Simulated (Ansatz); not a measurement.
# Dielectric response of GaN (110) films, part 5 of 5

How well do thin zincblende GaN (110) films screen a perpendicular field?

Ansatz 0.2.0; plane-wave DFT, PBE, Ansatz PAW (the session's first sound run).

So far. Step 26 (The bulk crystal): The gap is 1.75 eV. Step 27 (Band edges against the vacuum, levels PBE): The program warns that the averaged potential varies by 0.10 eV in the slab's middle, which these edges carry as an error.

## Step 28: The bulk with HSE06, k-mesh 8×8×8

This step: plane-wave DFT, HSE06, Ansatz PAW (Ansatz 0.2.0).

System of this step: zincblende GaN. It takes space group F-43m (No. 216, cubic). Conventional cell: a = 4.500 Å, b = 4.500 Å, c = 4.500 Å, α = 90.00°, β = 90.00°, γ = 90.00°. Nearest to Ga lie 4 N at 1.95 Å. N has 4 Ga at 1.95 Å nearest. Farther neighbours and most contacts between anions are not listed.

A hybrid functional removes part of the gap error, and is affordable in the small bulk cell.

input.yaml

```yaml
crystal:
  lattice:
    - [0.0, 2.25, 2.25]
    - [2.25, 0.0, 2.25]
    - [2.25, 2.25, 0.0]
  atoms:
    - { symbol: Ga, position: [0.0, 0.0, 0.0] }
    - { symbol: "N", position: [0.25, 0.25, 0.25] }
kpoints:
  mp_grid: { grid: [8, 8, 8] }
hamiltonian:
  xc: hse06
scf:
  occupations: { method: fixed }
  convergence: { dr2_threshold: 1.0e-08 }
output:
  eigenvalues: true
checkpoint:
  write: bulk-hse.run
  compress: false
  write_wavefunctions: false
```

Command:

```bash
> ansatz run input.yaml --threads 8 --pin off --max-ram 12288MiB --backend cpu --events-out ev --progress --plain --runs-dir out
```

Numbers of over 12 decimals in the logs are rounded to 6 here.

The program printed:

```text
[...]
davidson cushion auto → on  (no smearing: the cushion is to keep the highest requested band from converging to the state above it; pin scf.eigensolver.cushion to override)
Crystal: 2 atoms, lattice volume = 22.781 Å³
Basis set: ecut = 420 eV, 459 PW (Γ)
Bands: 13, of which v1, the nominal top of the filled ones, is band 9 counted from 1 (8 counted from 0)
Symmetry: 24 space group operations
[...]
k-points: 29 of 512 (time reversal used)
[...]
SCF iter   1: F=—  HF=-4167.898137 eV  |F-HF|=—  |Δ(HF+E_count)|=         —  Δρ=6.71e-4  dr2=4.61e-5  ethr=1.77e-3  ⟨swp⟩=2.0  Hψ=2613  notcnv=0
[...]
SCF iter   2: F=-4167.898275 eV  HF=-4167.898247 eV  |F-HF|=2.84e-5  |Δ(HF+E_count)|=   1.09e-4  Δρ=4.16e-4  dr2=2.06e-5  ethr=2.56e-7  ⟨swp⟩=4.5  Hψ=1560  notcnv=0
SCF 1 stopped early in 2 iterations: F = -4167.898275 eV  dr2 = 2.06e-5
[...]
Exchange kernel: α = 0.2500, screened, ω = 0.2079 Å⁻¹, Wigner–Seitz truncation, v(0) = 1046.8119 eV·Å³, q-mesh 8×8×8, nearest image of the exchange supercell L = 25.46 Å, pair-density grid 15×15×15, without the augmentation charges, whose exchange is taken in its separable form by FFT convolution over the k-point mesh (sized by the pseudopotential files, 18×18×18 at the most), smooth part of the exact exchange by density-matrix convolution
Frozen-core exchange: fock
SCF iter   1: F=—  HF=-4168.398005 eV  |F-HF|=—  |Δ(HF+E_count)|=         —  Δρ=1.75e-2  dr2=2.79e-2  ethr=1.14e-6  ⟨swp⟩=5.6  Hψ=1998  notcnv=0
[...]
SCF iter   6: F=-4168.392168 eV  HF=-4168.392174 eV  |F-HF|=6.35e-6  |Δ(HF+E_count)|=   1.01e-5  Δρ=1.72e-4  dr2=8.62e-6  ethr=1.94e-7  ⟨swp⟩=3.0  Hψ=1204  notcnv=0
SCF 2 stopped early in 6 iterations: F = -4168.392168 eV  dr2 = 8.62e-6
[...]
hybrid outer 1: dexx = +8.709e-3 eV, tail = 4.19e-5 eV
[...]
Frozen-core exchange: fock
SCF iter   1: F=—  HF=-4168.391912 eV  |F-HF|=—  |Δ(HF+E_count)|=         —  Δρ=6.88e-5  dr2=1.46e-6  ethr=1.16e-6  ⟨swp⟩=2.8  Hψ=938  notcnv=0
[...]
SCF iter   4: F=-4168.391912 eV  HF=-4168.391912 eV  |F-HF|=5.46e-12  |Δ(HF+E_count)|=   3.28e-8  Δρ=1.53e-6  dr2=4.75e-10  ethr=1.46e-10  ⟨swp⟩=3.0  Hψ=1107  notcnv=0
SCF 3 converged in 4 iterations: F = -4168.391912 eV  dr2 = 4.75e-10
hybrid outer 2: dexx = +5.481e-7 eV, tail = 1.44e-8 eV, Δε = 4.75e-3 eV (about 1.13e-4 eV left of the loop's levels)
hybrid SCF converged: 2 outer / 10 inner (+2 warm-up), last move |dexx| = 5.48e-7 eV, tail = 1.44e-8 eV
[...]
Free energy (F): -4168.391912 eV
Frozen-core exchange: fock
[...]
Internal energy: -4168.391912 eV  (E = F + TS)
E sigma→0 (E₀):  -4168.391912 eV
Fermi energy:    8.889597 eV
[...]
--- Band table (eV; the first three rows and the last of 29) ---
  k-point 0: bands = [... 5 lower, -6.4815, 8.8896, 8.8896, 8.8896, 11.8794, 20.8426, 20.8426, 20.8426]
  k-point 1: bands = [... 5 lower, -6.4831, 7.3296, 8.7151, 8.7151, 13.0291, 20.1302, 21.1059, 21.1059]
  k-point 2: bands = [... 5 lower, -6.2338, 4.7518, 8.3273, 8.3273, 14.3656, 19.3222, 21.3217, 21.3217]
  k-point 28: bands = [... 5 lower, -3.9500, 2.8374, 4.8505, 5.0147, 16.4127, 19.2376, 20.8423, 21.5365]
```

Run time: 6.6 s. Hardware: 8 threads of Arm Neoverse N1, shared host; peak memory 1.5 GiB; 41 s of CPU time.

This step gave:

```yaml
gap_on_the_k_mesh: 2.990 eV
```

The gap is 2.99 eV.

## Step 29: Band edges against the vacuum, levels HSE06

This step: plane-wave DFT, PBE, Ansatz PAW; band edges against the vacuum, bulk levels by HSE06 (Ansatz 0.2.0).

System of this step: GaN (110), 12 units. The cell holds 24 atoms: 12 Ga and 12 N. Cell: a = 3.182 Å, b = 4.500 Å, c = 35.501 Å, α = 90.0°, β = 90.0°, γ = 90.0°. It derives from GaN (zincblende GaN). Vacuum lies along c.

The same line-up with the hybrid's levels.

align.yaml

```yaml
surface:
  bulk: { run: bulk.run, levels_from: { run: bulk-hse.run } }
  slab: { run: end12.run, axis: 3 }
  face: plus
  period: 1.59099
```

Command:

```bash
> ansatz align-bands align.yaml -- --threads 8 --pin off
```

The program printed:

```text
plus face
ionisation energy 6.556 eV
electron affinity 3.566 eV
  bulk: levels by hse06 on the potential of pbe; from 16.95 to 18.55 Å its average varies by 0.1030 eV and climbs by +0.0000; the bulk's density to 1.70 % (its layers are strained against the bulk's: take a thicker slab or side, or run the bulk at their strain)
  vacuum: slopes by 0.0000 eV/Å; line-up 10.1437 eV
  of the bulk's run: of the levels' run: its band edges are its mesh's, and a band can turn off it. A run with kpoints.band_path: { path: [VBM, CBM], npoints: 1 } finds the zone's; its band edges are of a coarser mesh than the slab's or the interface's, whose density can shift them: a run under levels_from is taken as it is
[...]
```

It took 0.14 s on 8 threads.

This step gave:

```yaml
ionisation_energy: 6.556 eV
electron_affinity: 3.566 eV
```

Check by hand: ionisation energy less affinity, 6.56 − (3.57) = 2.99 eV, is the bulk gap at this level.

The program warns that the averaged potential varies by 0.10 eV in the slab's middle, which these edges carry as an error.

## Step 30: Varying the input: efield.ramp_width = 0.04

This step: plane-wave DFT, PBE, Ansatz PAW (Ansatz 0.2.0).

System of this step: GaN (110), 5 units. The cell holds 10 atoms: 5 Ga and 5 N. Cell: a = 3.182 Å, b = 4.500 Å, c = 24.364 Å, α = 90.0°, β = 90.0°, γ = 90.0°. It derives from GaN (zincblende GaN). Vacuum lies along c.

A run with a changed input: it repeats the earlier run at 0.05 V/Å, 5 units with efield.ramp_width from 0.06 to 0.04.

input.yaml

```yaml
crystal:
  lattice:
    - [3.18198052, 0.0, 0.0]
    - [0.0, 4.5, 0.0]
    - [0.0, 0.0, 24.3639610307]
  atoms:
    - { symbol: Ga, position: [0.5, 0.5375370566, 0.3752580802] }
    - { symbol: "N", position: [0.0, 0.7427548504, 0.3652432025] }
    - { symbol: Ga, position: [0.0, -0.0103842992, 0.4318174117] }
    - { symbol: "N", position: [0.5, 0.2382041033, 0.4331016715] }
    - { symbol: Ga, position: [0.5, 0.4903082817, 0.499999989] }
    - { symbol: "N", position: [0.0, 0.7434682355, 0.4999999997] }
    - { symbol: Ga, position: [0.0, -0.0103843154, 0.5681825808] }
    - { symbol: "N", position: [0.5, 0.2382041238, 0.5668983296] }
    - { symbol: Ga, position: [0.5, 0.5375370742, 0.6247419213] }
    - { symbol: "N", position: [0.0, 0.7427548891, 0.6347568137] }
kpoints:
  mp_grid: { grid: [8, 6, 1] }
hamiltonian:
  xc: pbe
scf:
  occupations: { method: fixed }
  convergence: { dr2_threshold: 1.0e-10 }
efield:
  axis: 3
  dipole_correction: true
  ramp_position: 0.97
  ramp_width: 0.04
  amplitude: 0.05
output:
  write_potential: true
  write_density: true
  volumetric_format: npy
```

Command:

```bash
> ansatz run input.yaml --threads 8 --pin off --max-ram 12288MiB --backend cpu --events-out ev --progress --plain --runs-dir out
```

The program printed:

```text
[...]
Crystal: 10 atoms, lattice volume = 348.865 Å³
Basis set: ecut = 420 eV, 6813 PW (Γ)
Bands: 55, of which v1, the nominal top of the filled ones, is band 45 counted from 1 (44 counted from 0)
Symmetry: 2 space group operations
k-points: 20 of 48 (time reversal used)
[...]
SCF iter   1: F=—  HF=-20847.587222 eV  |F-HF|=—  |Δ(HF+E_count)|=         —  Δρ=9.52e-2  dr2=4.02e1  ethr=3.10e-3  p=0.035 e·Å  D=1.81e-2 V/Å  ΔV_dip=-0.44 eV  dr2_dipole=2.41e-4  V_vac-E_F(+/−)=10.80/10.11 eV  ⟨swp⟩=5.0  Hψ=4110  notcnv=0  defer=146
[...]
SCF iter  15: F=-20836.379419 eV  HF=-20836.379419 eV  |F-HF|=1.02e-10  |Δ(HF+E_count)|=  1.31e-10  Δρ=1.59e-7  dr2=5.22e-11  ethr=1.00e-12  p=0.030 e·Å  D=1.55e-2 V/Å  ΔV_dip=-0.38 eV  dr2_dipole=6.22e-16  V_vac-E_F(+/−)=6.13/5.37 eV  ⟨swp⟩=17.4  Hψ=4855  notcnv=0
SCF 1 converged in 15 iterations: F = -20836.379419 eV  dr2 = 5.22e-11
[...]
SCF converged after 15 iterations
[...]
Free energy (F): -20836.379419 eV
[...]
Internal energy: -20836.379419 eV  (E = F + TS)
E sigma→0 (E₀):  -20836.379419 eV
Fermi energy:    -0.705476 eV
Dipole field:    D = 0.015469 V/Å  (p = 0.029823 e·Å, saw-weighted, corrected)
Work function:   not extracted (applied field tilts the vacuum); planar V_es + V_field profile in the machine report
[...]
--- Band table (eV; the first three rows and the last of 20) ---
  k-point 0: bands = [... 41 lower, -1.0897, -0.8391, -0.8187, -0.8092, 0.7928, 2.0379, 2.9399, 3.7953, ... 6 higher]
  k-point 1: bands = [... 41 lower, -1.1912, -1.1545, -1.0007, -0.7055, 1.4872, 2.1443, 3.0508, 3.7949, ... 6 higher]
  k-point 2: bands = [... 41 lower, -1.4831, -1.4561, -1.0631, -0.7723, 2.3977, 2.5544, 3.3193, 4.0458, ... 6 higher]
  k-point 19: bands = [... 41 lower, -2.2883, -2.0864, -1.2358, -0.7793, 2.2670, 2.8957, 4.6176, 5.1947, ... 6 higher]
```

Run time: 15 s. Hardware: 8 threads; peak memory 1.2 GiB; 2 min of CPU time.

This step gave:

```
gap on the k-mesh       : 1.498 eV
dipole along the normal : 0.02982 e·Å
```

| quantity | this run | earlier run | difference |
| --- | --- | --- | --- |
| dipole along the normal (e·Å) | 0.02982 | 0.02982 | 1.3e-6 |
| gap on the k-mesh (eV) | 1.498 | 1.498 | 1.8e-8 |

Nothing in the table moves by 0.01 in its unit (for the dipole 0.5 % and 5e-5 e·Å).

## Step 31: A changed input

Another changed input: it repeats the earlier run at 0.05 V/Å, 5 units with efield.dipole_correction from true to false.

input.yaml, as its differences from that of step 30:

```diff
@@ -25,5 +25,5 @@
   axis: 3
-  dipole_correction: true
+  dipole_correction: false
   ramp_position: 0.97
-  ramp_width: 0.04
+  ramp_width: 0.06
   amplitude: 0.05
```

The program printed:

```text
[...]
Crystal: 10 atoms, lattice volume = 348.865 Å³
Basis set: ecut = 420 eV, 6813 PW (Γ)
Bands: 55, of which v1, the nominal top of the filled ones, is band 45 counted from 1 (44 counted from 0)
Symmetry: 2 space group operations
k-points: 20 of 48 (time reversal used)
[...]
SCF iter   1: F=—  HF=-20836.381193 eV  |F-HF|=—  |Δ(HF+E_count)|=         —  Δρ=2.17e-3  dr2=4.31e-2  ethr=1.77e-3  p=-0.000 e·Å  V_vac-E_F(+/−)=6.20/5.10 eV  ⟨swp⟩=5.1  Hψ=4055  notcnv=0  defer=160
[...]
SCF iter  11: F=-20836.379752 eV  HF=-20836.379752 eV  |F-HF|=1.89e-10  |Δ(HF+E_count)|=  6.04e-10  Δρ=1.61e-7  dr2=6.01e-11  ethr=1.00e-12  p=0.043 e·Å  V_vac-E_F(+/−)=6.29/5.24 eV  ⟨swp⟩=17.0  Hψ=6359  notcnv=0
SCF 1 converged in 11 iterations: F = -20836.379752 eV  dr2 = 6.01e-11
[...]
SCF converged after 11 iterations
Free energy (F): -20836.379752 eV
[...]
Internal energy: -20836.379752 eV  (E = F + TS)
E sigma→0 (E₀):  -20836.379752 eV
Fermi energy:    -0.713452 eV
Dipole field:    D = 0.022398 V/Å  (p = 0.043183 e·Å, saw-weighted)
Work function:   not extracted (applied field tilts the vacuum); planar V_es + V_field profile in the machine report
[...]
--- Band table (eV; the first three rows and the last of 20) ---
  k-point 0: bands = [... 41 lower, -1.0986, -0.8529, -0.8266, -0.8124, 0.7839, 2.0294, 2.9312, 3.7843, ... 6 higher]
  k-point 1: bands = [... 41 lower, -1.2003, -1.1635, -1.0083, -0.7135, 1.4778, 2.1363, 3.0421, 3.7850, ... 6 higher]
  k-point 2: bands = [... 41 lower, -1.4967, -1.4585, -1.0726, -0.7797, 2.3832, 2.5515, 3.3105, 4.0367, ... 6 higher]
  k-point 19: bands = [... 41 lower, -2.2974, -2.0943, -1.2450, -0.7870, 2.2574, 2.8882, 4.6089, 5.1854, ... 6 higher]
```

Elapsed: 13 s, on 8 threads; peak memory 1.2 GiB.

| quantity | this run | earlier run | difference |
| --- | --- | --- | --- |
| dipole along the normal (e·Å) | 0.04318 | 0.02982 | 0.013 |
| gap on the k-mesh (eV) | 1.497 | 1.498 | -9.5e-4 |

With the dipole correction off, the periodic images add a field of their own to the typed one.

What moves beyond 0.01 in its unit (for the dipole 0.5 % and 5e-5 e·Å): dipole along the normal (+0.0134 e·Å).

These numbers are not those of the isolated slab.

## Step 32: Outcome

| Quantity | Value |
| --- | --- |
| electronic ε from the thickness series | 6.15 |
| static ε from the thickness series | 10.8 |
| local electronic ε, middle of 12 units | 6.18 |
| ionisation energy, levels by PBE | 5.72 eV |
| electron affinity, levels by PBE | 3.98 eV |
| ionisation energy, levels by HSE06 | 6.56 eV |
| electron affinity, levels by HSE06 | 3.57 eV |

**Reading.** The films give an electronic ε of 6.15 and a static ε of 10.8. The slope of the series and the field inside the thickest film give 6.15 and 6.18, in agreement. Ions raise ε from 6.15 to 10.8. The static value rests on two thicknesses alone. HSE06 levels deepen the valence edge by 0.83 eV on the same PBE surface dipole. The alignment warns that the averaged potential still varies by 0.10 eV in the slab's middle, which the band edges carry as an error. The in-plane lattice constants are held at typed bulk values. Semilocal functionals tend to overestimate the electronic ε a little.

[Logs are printed without paths, hosts, clocks, repeated set-up lines and the standing remarks that a program may print on its own settings, such as how far it seeks lower states.]

[Hosts, paths, dates, database ids (printed as entryN), source tags and the programs' standing remarks are cut or masked in the printed files.]

[Maps of the electrostatic potential energy from Ansatz leave out the sawtooth potential of an applied field or a dipole correction, so their vacuum need not be flat; planar profiles and work functions include it.]
